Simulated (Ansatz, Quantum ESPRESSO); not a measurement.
# Band edges of F-AlN-H chair, 1 layer under strain, part 2 of 2

Wanted: deformation of the bands of F-AlN-H chair, 1 layer, driven from Python.

Quantum ESPRESSO 7.5; plane-wave DFT, PBE, GBRV ultrasoft pseudopotentials; geometry by Ansatz 0.2.0 with PAW datasets.

So far: Starting point; Geometry from Ansatz.

**3. The script**

Under ESM bc1 levels count from the vacuum, or from the mean of the two vacuum levels where the sheet has a dipole, so band edges at unlike strains can be compared.

Level of this step: plane-wave DFT, PBE, GBRV ultrasoft pseudopotentials (Quantum ESPRESSO 7.5).

File run.py:

```python
import json
import numpy as np
from ase import Atoms
from ase.calculators.espresso import Espresso, EspressoProfile

profile = EspressoProfile(command='mpirun -n 2 pw.x -nk 2', pseudo_dir='../pseudo')
pseudopotentials = {'Al': 'al_pbe_v1.uspp.F.UPF', 'F': 'f_pbe_v1.4.uspp.F.UPF', 'H': 'h_pbe_v1.4.uspp.F.UPF', 'N': 'n_pbe_v1.2.uspp.F.UPF'}
system = {'ecutwfc': 40, 'ecutrho': 200, 'occupations': 'smearing', 'smearing': 'fd', 'degauss': 0.002}


def calculator(name, kpts, **extra):
    data = dict(control=dict(tprnfor=True, verbosity='high', disk_io='none'),
                system=system | extra,
                electrons=dict(conv_thr=1e-09, mixing_beta=0.4, mixing_mode='plain',
                               electron_maxstep=100))
    return Espresso(profile=profile, directory=name, pseudopotentials=pseudopotentials, kpts=kpts, input_data=data)


def centre(atoms):
    z = atoms.positions[:, 2]
    atoms.positions[:, 2] -= (z.max() + z.min()) / 2  # ESM wants the slab about z = 0
    return atoms

sheet = Atoms(
    ['H', 'N', 'Al', 'F'],
    scaled_positions=[
        [0.6666666667, 0.3333333333, 0.4078941410],
        [0.6666666667, 0.3333333333, 0.4636223835],
        [0.3333333333, 0.6666666667, 0.4993268798],
        [0.3333333333, 0.6666666667, 0.5879418451]],
    cell=[
        [3.166546834576, 0.000000000000, 0.000000000000],
        [-1.583273417288, 2.742310001016, 0.000000000000],
        [0.000000000000, 0.000000000000, 18.440000000000]],
    pbc=True)

rows = []
for strain in [-0.03, -0.015, 0.0, 0.015, 0.03]:
    atoms = sheet.copy()
    atoms.set_cell(sheet.cell.array * [[1 + strain], [1 + strain], [1]], scale_atoms=True)
    atoms = centre(atoms)
    atoms.calc = calculator(f's{strain:+.3f}', (12, 12, 1), assume_isolated='esm', esm_bc='bc1', nbnd=12)
    energy = atoms.get_potential_energy()
    levels = np.array([atoms.calc.get_eigenvalues(kpt=i) for i in range(len(atoms.calc.get_ibz_k_points()))])
    top, bottom = levels[:, 7].max(), levels[:, 8].min()
    direct = (levels[:, 8] - levels[:, 7]).min()
    rows.append([strain, energy, top, bottom, direct])
    print(f'strain {strain:+.3f}: E = {energy:.5f} eV, valence top {top:.3f}, conduction bottom {bottom:.3f}, '
          f'gap {bottom - top:.3f}, least direct gap {direct:.3f} eV')

x, energy, top, bottom, direct = np.array(rows).T
area = np.linalg.norm(np.cross(*sheet.cell[:2]))
stiffness = np.polyfit(x, energy, 2)[0] / area * 16.0218  # C11 + C12, heights clamped
print(f'valence and conduction edges move by {np.polyfit(x, top, 1)[0]:.2f} and {np.polyfit(x, bottom, 1)[0]:.2f} eV per unit biaxial strain')
print(f'C11 + C12 with clamped heights: {stiffness:.1f} N/m')
json.dump(dict(rows=rows, stiffness=stiffness), open('result.json', 'w'))
```

Started as:

```console
$ OMP_NUM_THREADS=1 python run.py
```

The program printed:

```text
strain -0.030: E = -1046.58048 eV, valence top -7.593, conduction bottom -4.860, gap 2.733, least direct gap 2.733 eV
strain -0.015: E = -1046.63331 eV, valence top -7.690, conduction bottom -4.789, gap 2.901, least direct gap 2.901 eV
strain +0.000: E = -1046.65082 eV, valence top -7.774, conduction bottom -4.729, gap 3.045, least direct gap 3.045 eV
strain +0.015: E = -1046.63703 eV, valence top -7.842, conduction bottom -4.682, gap 3.160, least direct gap 3.160 eV
strain +0.030: E = -1046.59551 eV, valence top -7.887, conduction bottom -4.649, gap 3.238, least direct gap 3.238 eV
valence and conduction edges move by -4.93 and 3.52 eV per unit biaxial strain
C11 + C12 with clamped heights: 128.9 N/m
```

Run time: 2.3 min. Hardware: 2 MPI ranks of Arm Neoverse V1, shared host; peak memory 0.22 GiB.

The input that ASE wrote for the first run, and its log:

```
&CONTROL
   verbosity        = 'high'
   tprnfor          = .true.
   disk_io          = 'none'
   pseudo_dir       = '../pseudo'
/
&SYSTEM
   nbnd             = 12
   ecutwfc          = 40
   ecutrho          = 200
   occupations      = 'smearing'
   degauss          = 0.002
   smearing         = 'fd'
   assume_isolated  = 'esm'
   esm_bc           = 'bc1'
   ntyp             = 4
   nat              = 4
   ibrav            = 0
/
&ELECTRONS
   electron_maxstep = 100
   conv_thr         = 1e-09
   mixing_mode      = 'plain'
   mixing_beta      = 0.4
/
&IONS
/
&CELL
/
&FCP
/
&RISM
/
ATOMIC_SPECIES
H 1.008 h_pbe_v1.4.uspp.F.UPF
N 14.007 n_pbe_v1.2.uspp.F.UPF
Al 26.9815385 al_pbe_v1.uspp.F.UPF
F 18.998403163 f_pbe_v1.4.uspp.F.UPF

K_POINTS automatic
12 12 1  0 0 0

CELL_PARAMETERS angstrom
3.07155042953872 0.00000000000000 0.00000000000000
-1.53577521476936 2.66004070098552 0.00000000000000
0.00000000000000 0.00000000000000 18.44000000000000

ATOMIC_POSITIONS angstrom
H 1.5357752149 0.8866802336 -1.6600398318  
N 1.5357752149 0.8866802336 -0.6324110401  
Al -0.0000000002 1.7733604674 0.0259798717  
F -0.0000000002 1.7733604674 1.6600398318
```

```text
Program PWSCF v.7.5 starts
[citation notice left out]

     Parallel version (MPI & OpenMP), running on       2 processor cores
     Number of MPI processes:                 2
     Threads/MPI process:                     1

     MPI processes distributed on     1 nodes
[... 1 line left out ...]

Warning: card &CELL ignored
Warning: card &FCP ignored
Warning: card &RISM ignored

     Current dimensions of program PWSCF are:
     Max number of different atomic species (ntypx) = 10
     Max number of k-points (npk) =  40000
     Max angular momentum in pseudopotentials (lmaxx) =  4
     Message from routine setup:
     using ibrav=0 with symmetry is DISCOURAGED, use correct ibrav instead

     K-points division:     npool     =       2
     Subspace diagonalization in iterative solution of the eigenvalue problem:
     a serial algorithm will be used

     G-vector sticks info
     --------------------
     sticks:   dense  smooth     PW     G-vecs:    dense   smooth      PW
     Sum         463     367    121                48487    34755    6103

     Using Slab Decomposition

     bravais-lattice index     =            0
     lattice parameter (alat)  =       5.8044  a.u.
     unit-cell volume          =    1016.7249 (a.u.)^3
     number of atoms/cell      =            4
     number of atomic types    =            4
     number of electrons       =        16.00
     number of Kohn-Sham states=           12
     kinetic-energy cutoff     =      40.0000  Ry
     charge density cutoff     =     200.0000  Ry
     scf convergence threshold =      1.0E-09
     mixing beta               =       0.4000
     number of iterations used =            8  plain     mixing
     Exchange-correlation=  SLA  PW   PBX  PBC
                           (   1   4   3   4   0   0   0)

     Effective Screening Medium Method
     =================================
     Boundary Conditions: Vacuum-Slab-Vacuum
     total charge in unit cell        =   0.0000
     grid points for fit at edges     =        4

[... 10 lines left out ...]
     PseudoPot. # 1 for H  read from file:
     ../pseudo/h_pbe_v1.4.uspp.F.UPF
     Pseudo is Ultrasoft, Zval =  1.0
     Generated by new atomic code, or converted to UPF format
     Using radial grid of  615 points,  2 beta functions with:
                l(1) =   0
                l(2) =   0
     Q(r) pseudized with  8 coefficients,  rinner =    0.700

     PseudoPot. # 2 for N  read from file:
     ../pseudo/n_pbe_v1.2.uspp.F.UPF
     Pseudo is Ultrasoft + core correction, Zval =  5.0
     Generated by new atomic code, or converted to UPF format
     Using radial grid of  729 points,  4 beta functions with:
                l(1) =   0
                l(2) =   0
                l(3) =   1
                l(4) =   1
     Q(r) pseudized with  8 coefficients,  rinner =    0.900   0.900   0.900

     PseudoPot. # 3 for Al read from file:
[... 568 lines left out ...]
     estimated scf accuracy    <          6.0E-10 Ry
     smearing contrib. (-TS)   =      -0.00000000 Ry
     internal energy E=F+TS    =     -76.92225342 Ry

     The total energy is F=E-TS. E is the sum of the following terms:
     one-electron contribution =     260.14695620 Ry
     hartree contribution      =    -126.92928863 Ry
     xc contribution           =     -19.98132753 Ry
     ewald contribution        =    -190.15859346 Ry

     convergence has been achieved in  16 iterations

     negative rho (up, down):  3.506E-04 0.000E+00

     Forces acting on atoms (cartesian axes, Ry/au):

     atom    1 type  1   force =     0.00000000    0.00000000   -0.00807570
     atom    2 type  2   force =     0.00000000    0.00000000   -0.01249276
     atom    3 type  3   force =     0.00000000   -0.00000000    0.01211424
     atom    4 type  4   force =     0.00000000    0.00000000    0.00811779
     The non-local contrib.  to forces
     atom    1 type  1   force =     0.00000000   -0.00000000    0.20872600
     atom    2 type  2   force =     0.00000000   -0.00000000   -0.71576609
     atom    3 type  3   force =     0.00000000   -0.00000000   -0.12984210
     atom    4 type  4   force =     0.00000000    0.00000000   -1.94226413
     The ionic contribution  to forces
     atom    1 type  1   force =    -0.00000000    0.00000000   -7.88500208
     atom    2 type  2   force =    -0.00000000    0.00000000  -15.09433552
     atom    3 type  3   force =     0.00000000   -0.00000000   -5.19632573
     atom    4 type  4   force =     0.00000000   -0.00000000   28.17566333
     The local contribution  to forces
     atom    1 type  1   force =    -0.00000000    0.00000000    7.66819763
     atom    2 type  2   force =    -0.00000000    0.00000000   15.79151668
     atom    3 type  3   force =    -0.00000000    0.00000000    5.32248501
     atom    4 type  4   force =     0.00000003   -0.00000001  -26.22522306
     The core correction contribution to forces
     atom    1 type  1   force =     0.00000000    0.00000000    0.00000000
     atom    2 type  2   force =     0.00000000   -0.00000000    0.00604747
     atom    3 type  3   force =    -0.00000000    0.00000000    0.01579663
     atom    4 type  4   force =     0.00000000    0.00000000    0.00000000
     The Hubbard contrib.    to forces
     atom    1 type  1   force =     0.00000000    0.00000000    0.00000000
     atom    2 type  2   force =     0.00000000    0.00000000    0.00000000
     atom    3 type  3   force =     0.00000000    0.00000000    0.00000000
     atom    4 type  4   force =     0.00000000    0.00000000    0.00000000
     The SCF correction term to forces
     atom    1 type  1   force =    -0.00000000   -0.00000000    0.00000275
     atom    2 type  2   force =    -0.00000000    0.00000000    0.00004470
     atom    3 type  3   force =    -0.00000000    0.00000000    0.00000043
     atom    4 type  4   force =     0.00000000   -0.00000000   -0.00005835

     Total force =     0.020831     Total SCF correction =     0.000074
     Message from routine punch:
     Nothing written, as per user request (disk_io='none')

[... 1 line left out ...]

[... 1 line left out ...]

[... 1 line left out ...]

[... 3 lines left out ...]

[... 1 line left out ...]

[... 2 lines left out ...]

[... 1 line left out ...]

[... 1 line left out ...]

=------------------------------------------------------------------------------=
   JOB DONE.
=------------------------------------------------------------------------------=
```

This step gave:

- biaxial stiffness: 128.9 N/m

The band edge from the vacuum level by biaxial strain:

| biaxial strain (%) | valence top (eV) | conduction bottom (eV) |
| --- | --- | --- |
| -3.00 | -7.59 | -4.86 |
| -1.50 | -7.69 | -4.79 |
| 0.00 | -7.77 | -4.73 |
| 1.50 | -7.84 | -4.68 |
| 3.00 | -7.89 | -4.65 |

Gap against biaxial strain:

| biaxial strain (%) | on the mesh (eV) | least direct (eV) |
| --- | --- | --- |
| -3.00 | 2.73 | 2.73 |
| -1.50 | 2.90 | 2.90 |
| 0.00 | 3.04 | 3.04 |
| 1.50 | 3.16 | 3.16 |
| 3.00 | 3.24 | 3.24 |

Table of energy over the lowest by biaxial strain:

| biaxial strain (%) | energy over the lowest (meV) |
| --- | --- |
| -3.00 | 70.3 |
| -1.50 | 17.5 |
| 0.00 | 0 |
| 1.50 | 13.8 |
| 3.00 | 55.3 |

**4. Running the series: vdW-DF-cx, GBRV ultrasoft**

Level of this step: plane-wave DFT, vdW-DF-cx, GBRV ultrasoft pseudopotentials made under PBE (Quantum ESPRESSO 7.5). input_dft overrides the functional of the files.

run.py is the input of step 3 with these lines changed:

```diff
@@ -7,3 +7,3 @@
 pseudopotentials = {'Al': 'al_pbe_v1.uspp.F.UPF', 'F': 'f_pbe_v1.4.uspp.F.UPF', 'H': 'h_pbe_v1.4.uspp.F.UPF', 'N': 'n_pbe_v1.2.uspp.F.UPF'}
-system = {'ecutwfc': 40, 'ecutrho': 200, 'occupations': 'smearing', 'smearing': 'fd', 'degauss': 0.002}
+system = {'ecutwfc': 40, 'ecutrho': 200, 'input_dft': 'vdw-df-cx', 'occupations': 'smearing', 'smearing': 'fd', 'degauss': 0.002}
```

Started as:

```console
$ OMP_NUM_THREADS=1 python run.py
```

The program printed:

```text
strain -0.030: E = -1045.77344 eV, valence top -7.677, conduction bottom -5.324, gap 2.353, least direct gap 2.353 eV
strain -0.015: E = -1045.81254 eV, valence top -7.770, conduction bottom -5.244, gap 2.526, least direct gap 2.526 eV
strain +0.000: E = -1045.81689 eV, valence top -7.850, conduction bottom -5.165, gap 2.685, least direct gap 2.685 eV
strain +0.015: E = -1045.79046 eV, valence top -7.914, conduction bottom -5.104, gap 2.810, least direct gap 2.810 eV
strain +0.030: E = -1045.73675 eV, valence top -7.955, conduction bottom -5.035, gap 2.920, least direct gap 2.920 eV
valence and conduction edges move by -4.66 and 4.79 eV per unit biaxial strain
C11 + C12 with clamped heights: 126.7 N/m
```

It took 5.3 min on 2 MPI ranks; peak memory 0.37 GiB; 11 min of CPU time.

This step gave:

| Quantity | Value |
| --- | --- |
| biaxial stiffness | 126.7 N/m |

Table of band edge from the vacuum level by biaxial strain:

| biaxial strain (%) | valence top (eV) | conduction bottom (eV) |
| --- | --- | --- |
| -3.00 | -7.68 | -5.32 |
| -1.50 | -7.77 | -5.24 |
| 0.00 | -7.85 | -5.16 |
| 1.50 | -7.91 | -5.10 |
| 3.00 | -7.95 | -5.04 |

Table of gap by biaxial strain:

| biaxial strain (%) | on the mesh (eV) | least direct (eV) |
| --- | --- | --- |
| -3.00 | 2.35 | 2.35 |
| -1.50 | 2.53 | 2.53 |
| 0.00 | 2.69 | 2.69 |
| 1.50 | 2.81 | 2.81 |
| 3.00 | 2.92 | 2.92 |

Energy over the lowest against biaxial strain:

| biaxial strain (%) | energy over the lowest (meV) |
| --- | --- |
| -3.00 | 43.4 |
| -1.50 | 4.35 |
| 0.00 | 0 |
| 1.50 | 26.4 |
| 3.00 | 80.1 |

**5. A check by hand**

Under equal strain ε in the plane, E = A (C11 + C12) ε². From the points at ±1.5 %: d²E/dε² = (17.51 + 13.79 − 2 × 0.00) meV / 0.015² = 139 eV, and 139/(2 × 8.684 Å²) × 16.02 = 128 N/m.

**6. What came out**

| Quantity | Value |
| --- | --- |
| C11 + C12, heights clamped, PBE, GBRV ultrasoft | 129 N/m |
| gap on the mesh at zero strain, PBE, GBRV ultrasoft | 3.04 eV |
| valence top below the mean of the two vacuum levels at zero strain, PBE, GBRV ultrasoft | 7.77 eV |
| shift of the valence top per unit biaxial strain, PBE, GBRV ultrasoft | -4.9 eV |
| shift of the conduction bottom per unit biaxial strain, PBE, GBRV ultrasoft | 3.5 eV |
| C11 + C12, heights clamped, vdW-DF-cx, GBRV ultrasoft (made under PBE) | 127 N/m |
| gap on the mesh at zero strain, vdW-DF-cx, GBRV ultrasoft (made under PBE) | 2.69 eV |
| valence top below the mean of the two vacuum levels at zero strain, vdW-DF-cx, GBRV ultrasoft (made under PBE) | 7.85 eV |
| shift of the valence top per unit biaxial strain, vdW-DF-cx, GBRV ultrasoft (made under PBE) | -4.7 eV |
| shift of the conduction bottom per unit biaxial strain, vdW-DF-cx, GBRV ultrasoft (made under PBE) | 4.8 eV |

What this shows: The sheet's biaxial stiffness comes to 129 N/m and its gap at zero strain to 3.04 eV (PBE, GBRV ultrasoft). From −3 % to +3 % the gap on the mesh goes from 2.73 to 3.24 eV; it is direct at every strain. Heights are clamped under strain, which makes a sheet with several atomic planes too stiff. Semilocal gaps are too small. The sheet carries a dipole, so the two faces have unlike vacuum levels and the zero lies between them.

[Logs are printed without paths, hosts, clocks, repeated set-up lines and the standing remarks that a program may print on its own settings, such as how far it seeks lower states.]

[Hosts, paths, dates, database ids (printed as entryN), source tags and the programs' standing remarks are cut or masked in the printed files.]

[Maps of the electrostatic potential energy from Ansatz leave out the sawtooth potential of an applied field or a dipole correction, so their vacuum need not be flat; planar profiles and work functions include it.]
